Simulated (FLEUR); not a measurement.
# free Fe(110) film, 3 layers: parallel and opposed starts, part 2 of 2

Wanted: the moments of free Fe(110) film, 3 layers and the energy of each order that was tried.

FLEUR MaX-R8.1; LDA (VWN); all-electron FLAPW film, Dirac cores, scalar-relativistic bands.

So far, largest spin moment in the muffin-tin sphere (μB): step 2 (start 1: ferro +++) 2.60; step 3 (ferrimagnetic, start moments [2.8, -2.8, 2.8] μB) 2.28.

### 4. Order 3, typed as no spin polarisation

Without spin polarisation no moment can form, so the difference from the other runs is what forming moments gains.

The input, inp.xml:

```
<?xml version="1.0" encoding="UTF-8" standalone="no"?>
<fleurInput fleurInputVersion="0.39">
   <comment>
      Fe
   </comment>
   <calculationSetup>
      <cutoffs Kmax="3.68" Gmax="11.0" GmaxXC="11.0" numbands="0"/>
      <scfLoop itmax="120" minDistance="0.00002" maxIterBroyd="15" imix="Anderson" alpha="0.03" precondParam="0.0" spinf="2.0" sdNocoIR="T"/>
      <coreElectrons ctail="T" frcor="F" kcrel="1" coretail_lmax="0"/>
      <xcFunctional name="vwn" relativisticCorrections="F"/>
      <magnetism jspins="1"/>
      <soc l_soc="F" theta="0.0" phi="0.0" spav="F"/>
      <expertModes spex="0" secvar="F"/>
      <geometryOptimization l_f="F" forcealpha="1.0" forcemix="BFGS" epsdisp="0.00001" epsforce="0.00001"/>
      <ldaU l_linMix="F" mixParam="0.05" spinf="1.0"/>
   </calculationSetup>
   <cell>
      <bzIntegration valenceElectrons="48.0" mode="hist" fermiSmearingEnergy="0.00183747">
         <kPointListSelection listName="default-1"/>
         <xi:include xmlns:xi="http://www.w3.org/2001/XInclude" href="kpts.xml"> </xi:include>
      </bzIntegration>
      <xi:include xmlns:xi="http://www.w3.org/2001/XInclude" href="sym.xml"> </xi:include>
      <filmLattice scale="1.0" dVac="12.92" dTilda="15.42">
         <bravaisMatrixFilm>
            <row-1>    2.7079775365518000    -3.8296584928783730</row-1>
            <row-2>    2.7079775365518000     3.8296584928783730</row-2>
         </bravaisMatrixFilm>
         <vacuumEnergyParameters vacuum="1" spinUp="-.25" spinDown="-.25"/>
      </filmLattice>
   </cell>
   <atomSpecies>
      <species name="Iron (Fe)" element="Fe" atomicNumber="26">
         <mtSphere radius="2.23" gridPoints="737" logIncrement="0.016"/>
         <atomicCutoffs lmax="8" lnonsphr="6"/>
         <electronConfig flipSpins="F">
            <coreConfig>(1s1/2) (2s1/2) (2p1/2) (2p3/2)</coreConfig>
            <valenceConfig>(3s1/2) (3p1/2) (3p3/2) (4s1/2) (3d3/2) (3d5/2)</valenceConfig>
            <stateOccupation state="(3d3/2)" spinUp="1.200000" spinDown="1.200000"/>
            <stateOccupation state="(3d5/2)" spinUp="1.800000" spinDown="1.800000"/>
         </electronConfig>
         <energyParameters s="4" p="4" d="3" f="4"/>
         <lo type="SCLO" l="0" n="3" eDeriv="0"/>
         <lo type="SCLO" l="1" n="3" eDeriv="0"/>
      </species>
   </atomSpecies>
   <atomGroups>
      <atomGroup species="Iron (Fe)">
         <filmPos label="                   1">.0000000000 .0000000000 -3.8297153215</filmPos>
         <filmPos label="                   3">.0000000000 .0000000000 3.8297153215</filmPos>
         <force calculate="T" relaxXYZ="TTT"/>
      </atomGroup>
      <atomGroup species="Iron (Fe)">
         <filmPos label="                   2">1.000/2.000 1.000/2.000 .0000000000</filmPos>
         <force calculate="T" relaxXYZ="TTT"/>
      </atomGroup>
   </atomGroups>
   <output dos="F" band="F" slice="F">
      <bandDOS minEnergy="-.5*Htr" maxEnergy="0.5*Htr" sigma="0.015" storeEVData="T"/>
      <plotting iplot="0" polar="F">
         <plot TwoD="T" vec1="  1.0  0.0  0.0" vec2="  0.0  1.0  0.0" vec3="  0.0  0.0  1.0" zero="  0.0  0.0 -0.5" file="plot"/>
      </plotting>
      <moessbauerParams electricFieldGradient="F" isomerShift="T" coreHyperfine="T" valenceHyperfine="T"/>
   </output>
</fleurInput>
```

The input, crystal.txt:

```
Fe
&input film=T cartesian=F /
1.43300000000  -2.02656800000  0.00000000000
1.43300000000  2.02656800000  0.00000000000
0.00000000000  0.00000000000  1.00000000000
1.8897261246
1.0 1.0 1.0

3
26 0.00000000000  0.00000000000  -3.82971532153
26 0.50000000000  0.50000000000  0.00000000000
26 0.00000000000  0.00000000000  3.82971532153

&kpt div1=12 div2=12 div3=1 gamma=T /
```

Run with:

```sh
> OMP_NUM_THREADS=1 inpgen -f crystal.txt > inpgen.log  # inp.xml is then edited as shown
> OMP_NUM_THREADS=1 mpirun -n 8 fleur_MPI > fleur.log
```

What it wrote:

```text
[banner, memory and clock lines left out]
Welcome to FLEUR        (www.flapw.de)
      MaX-Release 8.1          (www.max-centre.eu)

 ========== k-point set info ==========
 Selected k-point list: default-1
 k-point list type: mesh
 0 x 0 x 0
 Number of k points: 48

 [... set-up left out ...]
 Iteration:     1   Distance:      46.38801035 me/bohr^3
 [... lines of the core solver left out ...]
 Iteration:     2   Distance:      53.17410166 me/bohr^3
 [... lines of the core solver left out ...]
 Iteration:     3   Distance:      15.40223941 me/bohr^3
[...]
<FermiEnergy value="-0.2000948280" units="Htr"/>
         [... left out ...]
         <totalEnergy value="    -3811.6246648822" units="Htr">
            <sumOfEigenvalues value="    -2244.5140659264">
               <coreElectrons value="-2179.4986934044"/>
               <valenceElectrons value="-65.0153725220"/>
            </sumOfEigenvalues>
         [... left out ...]
            <freeEnergy value="-3811.6286878269"/>
            <extrapolationTo0K value="-3811.6266763546"/>
         </totalEnergy>
         <densityConvergence units="me/bohr^3">
            <chargeDensity spin="1" distance="0.0000024683"/>
         </densityConvergence>
      </iteration>
```

It took 11 s on 8 MPI ranks of Arm Neoverse V2, shared host; peak memory 0.38 GiB; 88 s of CPU time.

Numbers from this step:

* free energy: -103719.7005 eV
* program's band gap on this mesh (in a metal only a level spacing): 9.55e-5 eV
* final state: non-magnetic (no spin polarisation)

It lies 487 meV a seeded atom over the first start.

### 5. Energies of the orders

Free energies are divided by the number of seeded atoms.

Orders:

| start | final state | typed order kept | energy over the lowest (meV a seeded atom) | largest sphere moment (μB) | net moment (μB a primitive cell) | mesh matched | CPU time (s) |
| --- | --- | --- | --- | --- | --- | --- | --- |
| ferro +++ | ferromagnetic | yes | 0 | 2.603 | 7.71 | yes | 174.2 |
| ferri +-+ | ferrimagnetic | yes | 180.4 | 2.28 | 2.402 | yes | 222.9 |
| no spin polarisation | non-magnetic | - | 486.5 | 0 | 0 | yes | 87.67 |

### 6. Spin–orbit coupling, moments along z

Spin–orbit coupling ties the spins to the lattice and lets orbital moments form.

A new self-consistent run of the start ferro +++, with the moments along z.

The input, inp.xml:

```
<?xml version="1.0" encoding="UTF-8" standalone="no"?>
<fleurInput fleurInputVersion="0.39">
   <comment>
      Fe
   </comment>
   <calculationSetup>
      <cutoffs Kmax="3.68" Gmax="11.0" GmaxXC="11.0" numbands="108"/>
      <scfLoop itmax="120" minDistance="0.00002" maxIterBroyd="15" imix="Anderson" alpha="0.03" precondParam="0.0" spinf="2.0" sdNocoIR="T"/>
      <coreElectrons ctail="T" frcor="F" kcrel="1" coretail_lmax="0"/>
      <xcFunctional name="vwn" relativisticCorrections="F"/>
      <magnetism jspins="2"/>
      <soc l_soc="T" theta="0.0" phi="0.0" spav="F"/>
      <expertModes spex="0" secvar="F"/>
      <geometryOptimization l_f="F" forcealpha="1.0" forcemix="BFGS" epsdisp="0.00001" epsforce="0.00001"/>
      <ldaU l_linMix="F" mixParam="0.05" spinf="1.0"/>
   </calculationSetup>
   <cell>
      <bzIntegration valenceElectrons="48.0" mode="hist" fermiSmearingEnergy="0.00183747">
         <kPointListSelection listName="default-1"/>
         <xi:include xmlns:xi="http://www.w3.org/2001/XInclude" href="kpts.xml"> </xi:include>
      </bzIntegration>
      <xi:include xmlns:xi="http://www.w3.org/2001/XInclude" href="sym.xml"> </xi:include>
      <filmLattice scale="1.0" dVac="12.92" dTilda="15.42">
         <bravaisMatrixFilm>
            <row-1>    2.7079775365518000    -3.8296584928783730</row-1>
            <row-2>    2.7079775365518000     3.8296584928783730</row-2>
         </bravaisMatrixFilm>
         <vacuumEnergyParameters vacuum="1" spinUp="-.25" spinDown="-.25"/>
      </filmLattice>
   </cell>
   <atomSpecies>
      <species name="Iron (Fe) 2.800" element="Fe" atomicNumber="26">
         <mtSphere radius="2.23" gridPoints="737" logIncrement="0.016"/>
         <atomicCutoffs lmax="8" lnonsphr="6"/>
         <electronConfig flipSpins="F">
            <coreConfig>(1s1/2) (2s1/2) (2p1/2) (2p3/2)</coreConfig>
            <valenceConfig>(3s1/2) (3p1/2) (3p3/2) (4s1/2) (3d3/2) (3d5/2)</valenceConfig>
            <stateOccupation state="(3d3/2)" spinUp="1.4" spinDown="1.0"/>
            <stateOccupation state="(3d5/2)" spinUp="3.0" spinDown="0.6"/>
         </electronConfig>
         <energyParameters s="4" p="4" d="3" f="4"/>
         <lo type="SCLO" l="0" n="3" eDeriv="0"/>
         <lo type="SCLO" l="1" n="3" eDeriv="0"/>
      </species>
   </atomSpecies>
   <atomGroups>
      <atomGroup species="Iron (Fe) 2.800">
         <filmPos label="                   1">.0000000000 .0000000000 -3.8297153215</filmPos>
         <filmPos label="                   3">.0000000000 .0000000000 3.8297153215</filmPos>
         <force calculate="T" relaxXYZ="TTT"/>
      </atomGroup>
      <atomGroup species="Iron (Fe) 2.800">
         <filmPos label="                   2">1.000/2.000 1.000/2.000 .0000000000</filmPos>
         <force calculate="T" relaxXYZ="TTT"/>
      </atomGroup>
   </atomGroups>
   <output dos="F" band="F" slice="F">
      <bandDOS minEnergy="-.5*Htr" maxEnergy="0.5*Htr" sigma="0.015" storeEVData="T"/>
      <plotting iplot="0" polar="F">
         <plot TwoD="T" vec1="  1.0  0.0  0.0" vec2="  0.0  1.0  0.0" vec3="  0.0  0.0  1.0" zero="  0.0  0.0 -0.5" file="plot"/>
      </plotting>
      <moessbauerParams electricFieldGradient="F" isomerShift="T" coreHyperfine="T" valenceHyperfine="T"/>
   </output>
</fleurInput>
```

The input, crystal.txt:

```
Fe
&input film=T cartesian=F /
1.43300000000  -2.02656800000  0.00000000000
1.43300000000  2.02656800000  0.00000000000
0.00000000000  0.00000000000  1.00000000000
1.8897261246
1.0 1.0 1.0

3
26 0.00000000000  0.00000000000  -3.82971532153 : 2.800
26 0.50000000000  0.50000000000  0.00000000000 : 2.800
26 0.00000000000  0.00000000000  3.82971532153 : 2.800

&soc 0.0000000 0.0000000 /
&kpt div1=12 div2=12 div3=1 gamma=T /
```

What it wrote:

```text
[banner, memory and clock lines left out]
Welcome to FLEUR        (www.flapw.de)
      MaX-Release 8.1          (www.max-centre.eu)

 ========== k-point set info ==========
 Selected k-point list: default-1
 k-point list type: mesh
 0 x 0 x 0
 Number of k points: 80

 [... set-up left out ...]
 Iteration:     1   Distance:      25.88531106 me/bohr^3
 [... lines of the core solver left out ...]
 Iteration:     2   Distance:      11.15601262 me/bohr^3
 [... lines of the core solver left out ...]
 Iteration:     3   Distance:      12.06781061 me/bohr^3
 [... lines of the core solver left out ...]
 Iteration:     4   Distance:       9.82666460 me/bohr^3
 [... lines of the core solver left out ...]
 Iteration:     5   Distance:       6.64083781 me/bohr^3
 [... lines of the core solver left out ...]
 Iteration:     6   Distance:       6.12581927 me/bohr^3
 [... lines of the core solver left out ...]
 Iteration:     7   Distance:       3.42614275 me/bohr^3
 [... lines of the core solver left out ...]
[... rest left out ...]

--- out.xml (last complete iteration) ---
<iteration numberForCurrentRun="   32" overallNumber="   32">
         [... left out ...]
         <bandgap value="0.0000000000" units="eV"/>
         <sumValenceSingleParticleEnergies value="-64.3856276505" units="Htr"/>
         <FermiEnergy value="-0.1880309543" units="Htr"/>
         [... left out ...]
         <magneticMomentsInMTSpheres units="muBohr">
            <globalMagMoment atomType="1" vec="0.00000   0.00000   2.59999"/>
            <globalMagMoment atomType="2" vec="0.00000   0.00000   2.45581"/>
         </magneticMomentsInMTSpheres>
         <orbitalMomentsInMTSpheres units="muBohr">
            <globalMagMoment atomType="1" vec="0.00000   0.00000   0.05769"/>
            <globalMagMoment atomType="2" vec="0.00000   0.00000   0.04698"/>
         </orbitalMomentsInMTSpheres>
         [... left out ...]
         <totalEnergy value="    -3811.6833189856" units="Htr">
            <sumOfEigenvalues value="    -2243.0597845608">
               <coreElectrons value="-2178.6741569103"/>
               <valenceElectrons value="-64.3856276505"/>
            </sumOfEigenvalues>
         [... left out ...]
            <freeEnergy value="-3811.6842057765"/>
            <extrapolationTo0K value="-3811.6837623810"/>
         </totalEnergy>
         <densityConvergence units="me/bohr^3">
            <chargeDensity spin="1" distance="0.0000101635"/>
            <chargeDensity spin="2" distance="0.0000060212"/>
            <overallChargeDensity distance="0.0000086372"/>
            <spinDensity distance="0.0000143005"/>
         </densityConvergence>
      </iteration>
```

Run time: 86 s. Hardware: 8 MPI ranks; peak memory 0.81 GiB.

Spin moment in the muffin-tin sphere by atom:

| atom | spin moment in the muffin-tin sphere (μB) |
| --- | --- |
| Fe1 | 2.60 |
| Fe2 | 2.46 |
| Fe3 | 2.60 |

Read from the output:

* free energy: -103721.2112 eV
* program's band gap on this mesh (in a metal only a level spacing): 0 eV
* magnetization: 7.702 μB
* final state: ferromagnetic
* orbital moment along the spin: 0.05769 μB

Orbital moment in the sphere, along the spin axis by atom:

| atom | orbital moment in the sphere, along the spin axis (μB) |
| --- | --- |
| Fe1 | 0.0577 |
| Fe2 | 0.0470 |
| Fe3 | 0.0577 |

Fields along z, the direction of positive moments; semicore shells count as valence. Hyperfine fields at the nuclei:

| atom | core contact (T) | valence contact (T) | dipolar (T) | orbital (T) | sum (T) | density at the nucleus (e/bohr³) |
| --- | --- | --- | --- | --- | --- | --- |
| Fe1 | -60.88 | 34.12 | 3.731 | 3.236 | -19.79 | 15068 |
| Fe2 | -59.05 | 25.7 | 0.6153 | 2.513 | -30.22 | 15067 |
| Fe3 | -60.88 | 34.12 | 3.731 | 3.236 | -19.79 | 15068 |

### 7. Results

| Property | Result |
| --- | --- |
| lowest state found | ferromagnetic (typed ferro +++) |
| largest site spin moment | 2.60 μB |
| next finished state | ferrimagnetic, 180 meV a seeded atom higher |
| energy gained by spin polarisation | 487 meV a seeded atom |
| hyperfine field at Fe1, along its moment | -19.8 T |
| orbital moment on the atom of largest spin, along its spin (spin–orbit run) | 0.0577 μB |

In words: The lowest state found is ferromagnetic, reached from the start ferro +++, with moments up to 2.60 μB. The next finished state costs 180 meV a seeded atom. At Fe1 the core shells give -60.9 T and the valence and semicore s states 34.1 T along the moment, -10.3 T per μB together; orbital and dipolar parts add 7.0 T. Semilocal functionals tend to give too weak a core polarisation. The orbital moment is parallel to the spin. Only 3 starts were tried; other patterns of signs, canted and longer-period orders were not.

[Logs and program files are shortened in this print: banners, set-up blocks, solver, clock and traceback lines can be left out without a mark of their own.]

[Logs are printed without paths, hosts, clocks, repeated set-up lines and the standing remarks that a program may print on its own settings, such as how far it seeks lower states.]

[Hosts, paths, dates, database ids (printed as entryN), source tags and the programs' standing remarks are cut or masked in the printed files.]

[Where a cell is said to come from a database of computed structures, the database is the Materials Project.]
